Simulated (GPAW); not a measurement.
# Screening of a field by Li/Pd(100), part 2 of 2

How does Li/Pd(100) screen a perpendicular field?

GPAW 26.7.0; GPAW, PAW setups; slab in vacuum, relaxation (the session's first sound run).

So far, dipole along the normal (e·Å): step 2 (relaxing the atoms) 0.0730; step 3 (the slab's potential) 0.0730; step 4 (field on) -0.0270.

**5. In a field**

run.py

```python
import json
import numpy as np
from ase import Atoms
from gpaw import GPAW, PW
from gpaw.external import ConstantElectricField

slab = Atoms(
    ['Pd', 'Pd', 'Pd', 'Pd', 'Li'],
    positions=[
        [1.37532, 1.37532, 7.00000],
        [0.00000, 0.00000, 8.94500],
        [1.37532, 1.37532, 10.96898],
        [-0.00000, 0.00000, 12.99712],
        [1.37532, -0.00000, 15.02977]],
    cell=[[2.75065, 0.0, 0.0], [0.0, 2.75065, 0.0], [0.0, 0.0, 22.27797]],
    pbc=[True, True, False])

slab.calc = GPAW(mode=PW(400), xc='PBE', kpts={'size': (11, 11, 1), 'gamma': True},
                 occupations={'name': 'fermi-dirac', 'width': 0.1}, nbands='300%',
                 convergence={'density': 1e-05}, maxiter=200,
                 poissonsolver={'dipolelayer': 'xy'},
                 external=ConstantElectricField(-0.1, [0, 0, 1]),
                 symmetry={'tolerance': 1e-3}, txt='slab.txt')
result = {}
energy = slab.get_potential_energy()
fermi = slab.calc.get_fermi_level()
v = slab.calc.get_electrostatic_potential().mean((0, 1)) - fermi
n = slab.calc.get_pseudo_density().mean((0, 1))
L = slab.cell[2, 2]
z = np.arange(len(v)) * L / len(v)
low, high = slab.positions[:, 2].min(), slab.positions[:, 2].max()
below, above = np.interp([low - 4.8, high + 4.8], z, v)
slopes = [np.interp(x, z, np.gradient(v, z)) for x in (low - 4.8, high + 4.8)]
eps = np.array([[slab.calc.get_eigenvalues(k, s) for k in range(len(slab.calc.get_ibz_k_points()))]
                for s in range(slab.calc.get_number_of_spins())]) - fermi
top, bottom = eps[eps < 0].max(), eps[eps > 0].min()
dipole = slab.get_dipole_moment()[2]
print(f'energy {energy:.4f} eV, Fermi level {fermi:.4f} eV, dipole {dipole:.5f} e A')
print(f'potential 4.8 A off the faces, from the Fermi level: lower {below:.4f} eV, upper {above:.4f} eV')
print(f'slope of the potential there: lower {slopes[0]:.5f}, upper {slopes[1]:.5f} eV/A')
print(f'nearest levels on the mesh: {top:.4f} and {bottom:.4f} eV')
print('magnetic moment', round(slab.get_magnetic_moment(), 3))
result.update(energy=energy, fermi=fermi, dipole=dipole, below=below, above=above, slopes=slopes, edges=[top, bottom],
              z=z.tolist(), v=v.tolist(), n=n.tolist(), positions=slab.positions.tolist(),
              forces=slab.get_forces(apply_constraint=False).tolist(), moments=slab.get_magnetic_moments().tolist())
json.dump(result, open('result.json', 'w'))
```

Launch:

```
> OMP_NUM_THREADS=1 OPENBLAS_NUM_THREADS=1 python run.py
```

The log of the run:

```text
energy -16.4714 eV, Fermi level 1.1049 eV, dipole 0.02303 e A
potential 4.8 A off the faces, from the Fermi level: lower 4.5205 eV, upper 3.9672 eV
slope of the potential there: lower -0.00036, upper 0.00564 eV/A
nearest levels on the mesh: -0.0018 and 0.0058 eV
magnetic moment 0.0
```

Run time: 18 min. Hardware: 1 thread of Arm Neoverse V1, shared host; peak memory 0.52 GiB.

Numbers from this step:

```yaml
dipole_along_the_normal: 0.02303 e·Å
levels_nearest_the_fermi_level_on_the_mesh: -0.001810, 0.005805 eV from the Fermi level
potential_below_the_slab_the_applied_field_s_own_ramp_left_out: 4.521 eV from the Fermi level
potential_above_the_slab_the_applied_field_s_own_ramp_left_out: 3.967 eV from the Fermi level
```

The electrostatic potential energy of an electron (without an applied field's), less the Fermi level, planar mean oscillates, so the rows of the table below give means over windows of 2.02 Å about each position, cut where the curve ends. Its maxima inside the range that stand out by 2 % of the span (Å: eV): 8.0: -1.36, 10.0: -0.611, 12.0: -0.364, 14.2: 1.45. Its minima: 7.0: -19.7, 8.9: -19.6, 10.9: -19.4, 13.0: -18.9, 15.1: -3.40.

Table of electrostatic potential energy of an electron (without an applied field's), less the Fermi level, planar mean by z; means over each step:

```
z (Å)  electrostatic potential energy of an electron (without an applied field's), less the Fermi level, planar mean (eV)
 1.01                                                                                                                4.50
 3.03                                                                                                                4.52
 5.05                                                                                                                3.84
 7.07                                                                                                               -9.12
 9.09                                                                                                               -9.21
11.11                                                                                                               -8.95
13.13                                                                                                               -8.37
15.15                                                                                                              -0.791
17.17                                                                                                                3.34
19.19                                                                                                                3.95
21.21                                                                                                                3.98
```

Force by atom:

```
atom  x (eV/Å)  y (eV/Å)  z (eV/Å)   size
 Pd1     0.000     0.000    -0.190  0.190
 Pd2     0.000     0.000     0.195  0.195
 Pd3     0.000     0.000    -0.004  0.004
 Pd4     0.000     0.000    -0.007  0.007
 Li5     0.000     0.000     0.012  0.012
```

The dipole is now 0.0230 e Å, against 0.073 in the run without a field.

**6. Field on**

Edit run.py of step 5 so:

```diff
@@ -21,3 +21,3 @@
                  poissonsolver={'dipolelayer': 'xy'},
-                 external=ConstantElectricField(-0.1, [0, 0, 1]),
+                 external=ConstantElectricField(-0.05, [0, 0, 1]),
                  symmetry={'tolerance': 1e-3}, txt='slab.txt')
```

The log of the run:

```text
energy -16.4732 eV, Fermi level 1.1122 eV, dipole 0.04804 e A
potential 4.8 A off the faces, from the Fermi level: lower 4.8049 eV, upper 3.6535 eV
slope of the potential there: lower -0.00042, upper 0.00508 eV/A
nearest levels on the mesh: -0.0017 and 0.0052 eV
magnetic moment 0.0
```

It took 18 min on 1 thread; peak memory 0.53 GiB.

The electrostatic potential energy of an electron (without an applied field's), less the Fermi level, planar mean oscillates, so the rows of the table below give means over windows of 2.02 Å about each position, cut where the curve ends. Its maxima inside the range that stand out by 2 % of the span (Å: eV): 1.2: 4.81, 8.0: -1.20, 10.0: -0.552, 12.0: -0.407, 14.1: 1.29. Its minima: 7.0: -19.5, 8.9: -19.5, 10.9: -19.4, 13.0: -19.0, 15.1: -3.60.

Table of electrostatic potential energy of an electron (without an applied field's), less the Fermi level, planar mean by z; means over each step:

```
z (Å)  electrostatic potential energy of an electron (without an applied field's), less the Fermi level, planar mean (eV)
 1.01                                                                                                                4.75
 3.03                                                                                                                4.80
 5.05                                                                                                                4.11
 7.07                                                                                                               -8.91
 9.09                                                                                                               -9.11
11.11                                                                                                               -8.95
13.13                                                                                                               -8.47
15.15                                                                                                              -0.996
17.17                                                                                                                3.05
19.19                                                                                                                3.64
21.21                                                                                                                3.68
```

**7. In a field**

Edit run.py of step 6 so:

```diff
@@ -21,3 +21,3 @@
                  poissonsolver={'dipolelayer': 'xy'},
-                 external=ConstantElectricField(-0.05, [0, 0, 1]),
+                 external=ConstantElectricField(0.05, [0, 0, 1]),
                  symmetry={'tolerance': 1e-3}, txt='slab.txt')
```

The log of the run:

```text
energy -16.4807 eV, Fermi level 1.1256 eV, dipole 0.09786 e A
potential 4.8 A off the faces, from the Fermi level: lower 5.3738 eV, upper 3.0311 eV
slope of the potential there: lower -0.00035, upper 0.00410 eV/A
nearest levels on the mesh: -0.0017 and 0.0044 eV
magnetic moment 0.0
```

Wall time 18 min (1 thread); peak memory 0.52 GiB.

Table of electrostatic potential energy of an electron (without an applied field's), less the Fermi level, planar mean by z:

```
z (Å)  electrostatic potential energy of an electron (without an applied field's), less the Fermi level, planar mean (eV)
  0.0                                                                                                                4.20
  0.5                                                                                                                5.37
  1.0                                                                                                                5.37
  1.5                                                                                                                5.37
  2.0                                                                                                                5.37
  2.5                                                                                                                5.37
  3.0                                                                                                                5.37
  3.5                                                                                                                5.37
  4.0                                                                                                                5.36
  4.5                                                                                                                5.31
  5.0                                                                                                                5.15
  5.5                                                                                                                4.53
  6.0                                                                                                                2.04
  6.5                                                                                                               -7.47
  7.0                                                                                                               -19.1
  7.5                                                                                                               -7.80
  8.0                                                                                                               -1.00
  8.5                                                                                                               -9.67
  9.0                                                                                                               -19.1
  9.5                                                                                                               -6.55
 10.0                                                                                                              -0.543
 10.5                                                                                                               -8.95
 11.0                                                                                                               -19.2
 11.5                                                                                                               -7.30
 12.0                                                                                                              -0.529
 12.5                                                                                                               -8.11
 13.0                                                                                                               -19.2
 13.5                                                                                                               -7.87
 14.0                                                                                                               0.642
 14.5                                                                                                              -0.350
 15.0                                                                                                               -3.85
 15.5                                                                                                               -2.08
 16.0                                                                                                               0.487
 16.5                                                                                                                1.88
 17.0                                                                                                                2.55
 17.5                                                                                                                2.84
 18.0                                                                                                                2.96
 18.5                                                                                                                3.00
 19.0                                                                                                                3.02
 19.5                                                                                                                3.03
 20.0                                                                                                                3.03
 20.5                                                                                                                3.03
 21.0                                                                                                                3.03
 21.5                                                                                                                3.03
 22.0                                                                                                                3.34
```

**8. In a field**

Edit run.py of step 7 so:

```diff
@@ -21,3 +21,3 @@
                  poissonsolver={'dipolelayer': 'xy'},
-                 external=ConstantElectricField(0.05, [0, 0, 1]),
+                 external=ConstantElectricField(0.1, [0, 0, 1]),
                  symmetry={'tolerance': 1e-3}, txt='slab.txt')
```

The log of the run:

```text
energy -16.4863 eV, Fermi level 1.1314 eV, dipole 0.12269 e A
potential 4.8 A off the faces, from the Fermi level: lower 5.6589 eV, upper 2.7228 eV
slope of the potential there: lower -0.00052, upper 0.00355 eV/A
nearest levels on the mesh: -0.0019 and 0.0044 eV
magnetic moment 0.0
```

Wall time 16 min (1 thread); peak memory 0.53 GiB.

The dipole is now 0.123 e Å, against 0.073 in the run without a field.

**9. Field on**

Edit run.py of step 8 so:

```diff
@@ -21,3 +21,3 @@
                  poissonsolver={'dipolelayer': 'xy'},
-                 external=ConstantElectricField(0.1, [0, 0, 1]),
+                 external=ConstantElectricField(0.2, [0, 0, 1]),
                  symmetry={'tolerance': 1e-3}, txt='slab.txt')
```

The log of the run:

```text
energy -16.5012 eV, Fermi level 1.1419 eV, dipole 0.17221 e A
potential 4.8 A off the faces, from the Fermi level: lower 6.2303 eV, upper 2.1101 eV
slope of the potential there: lower -0.00067, upper 0.00279 eV/A
nearest levels on the mesh: -0.0024 and 0.0043 eV
magnetic moment 0.0
```

It took 16 min on 1 thread; peak memory 0.53 GiB.

The dipole is now 0.172 e Å, against 0.073 in the run without a field.

**10. In a field**

Edit run.py of step 9 so:

```diff
@@ -21,3 +21,3 @@
                  poissonsolver={'dipolelayer': 'xy'},
-                 external=ConstantElectricField(0.2, [0, 0, 1]),
+                 external=ConstantElectricField(0.3, [0, 0, 1]),
                  symmetry={'tolerance': 1e-3}, txt='slab.txt')
```

The log of the run:

```text

```

Wall time 12 min (1 thread); peak memory 0.51 GiB.

The run was cut off at its time limit.

**11. The series**

The members are put on one axis.

This step: induced dipole against applied field (GPAW 26.7.0).

The dipole along the normal by field:

```
field (V/Å)  dipole along the normal (e·Å)
     -0.200                        -0.0270
     -0.100                         0.0230
     -0.050                         0.0480
      0.000                         0.0730
      0.050                         0.0979
      0.100                          0.123
      0.200                          0.172
```

**12. A changed run**

One more run, with changed settings.

This step: GPAW, PAW setups; slab in vacuum (GPAW 26.7.0).

Edit run.py of step 10 so:

```diff
@@ -4,3 +4,2 @@
 from gpaw import GPAW, PW
-from gpaw.external import ConstantElectricField
 
@@ -19,5 +18,4 @@
                  occupations={'name': 'fermi-dirac', 'width': 0.1}, nbands='300%',
-                 convergence={'density': 1e-05}, maxiter=200,
+                 convergence={'density': 1e-05}, maxiter=75,
                  poissonsolver={'dipolelayer': 'xy'},
-                 external=ConstantElectricField(0.3, [0, 0, 1]),
                  symmetry={'tolerance': 1e-3}, txt='slab.txt')
@@ -31,4 +29,4 @@
 low, high = slab.positions[:, 2].min(), slab.positions[:, 2].max()
-below, above = np.interp([low - 4.8, high + 4.8], z, v)
-slopes = [np.interp(x, z, np.gradient(v, z)) for x in (low - 4.8, high + 4.8)]
+below, above = np.interp([low - 1.0, high + 1.0], z, v)
+slopes = [np.interp(x, z, np.gradient(v, z)) for x in (low - 1.0, high + 1.0)]
 eps = np.array([[slab.calc.get_eigenvalues(k, s) for k in range(len(slab.calc.get_ibz_k_points()))]
@@ -38,3 +36,3 @@
 print(f'energy {energy:.4f} eV, Fermi level {fermi:.4f} eV, dipole {dipole:.5f} e A')
-print(f'potential 4.8 A off the faces, from the Fermi level: lower {below:.4f} eV, upper {above:.4f} eV')
+print(f'potential 1.0 A off the faces, from the Fermi level: lower {below:.4f} eV, upper {above:.4f} eV')
 print(f'slope of the potential there: lower {slopes[0]:.5f}, upper {slopes[1]:.5f} eV/A')
```

The log of the run:

```text
energy -16.4763 eV, Fermi level 1.1190 eV, dipole 0.07296 e A
potential 1.0 A off the faces, from the Fermi level: lower 1.7877 eV, upper 0.8531 eV
slope of the potential there: lower -9.47470, upper 3.72324 eV/A
nearest levels on the mesh: -0.0018 and 0.0049 eV
magnetic moment 0.0
```

The job ended after 7.4 min (1 thread; peak memory 0.36 GiB).

The run finished. A setting was moved off its sound value on purpose, so it serves as a test and not as the result.

The fault put into the input: the potential probed 1 A off the face (probe = 1.0).

**13. Summary of results**

```yaml
work_function_upper_and_lower_face: 3.342 and 5.089 eV
dipole_along_the_normal: 0.0730 e Å
induced_dipole_per_field: 0.498 e Å per V/Å
out_of_plane_polarisability_per_area_alpha_eps_0_a: 11.9 Å
```

**Reading.** The field induces 0.498 e Å per V/Å, a polarisable thickness α/(ε0 A) of 11.9 Å beside 8.03 Å between the outermost nuclei. A perfect conductor would give the distance between its two image planes; a dielectric of thickness t gives t(1 - 1/ε). The two faces differ by 1.7 eV, the step that the slab's dipole makes (e p/(ε0 A) gives 1.7 eV), so the dipole layer is needed. The induced dipole is linear in the field over this range. The cell of 7.57 Å² holds one Li, started on one chosen site; other sites and coverages weren't tried. The in-plane lattice was kept as typed, which isn't the functional's own and leaves some strain; spin-orbit coupling and temperature are left out.

[Logs are printed without paths, hosts, clocks, repeated set-up lines and the standing remarks that a program may print on its own settings, such as how far it seeks lower states.]

[Hosts, paths, dates, database ids (printed as entryN), source tags and the programs' standing remarks are cut or masked in the printed files.]
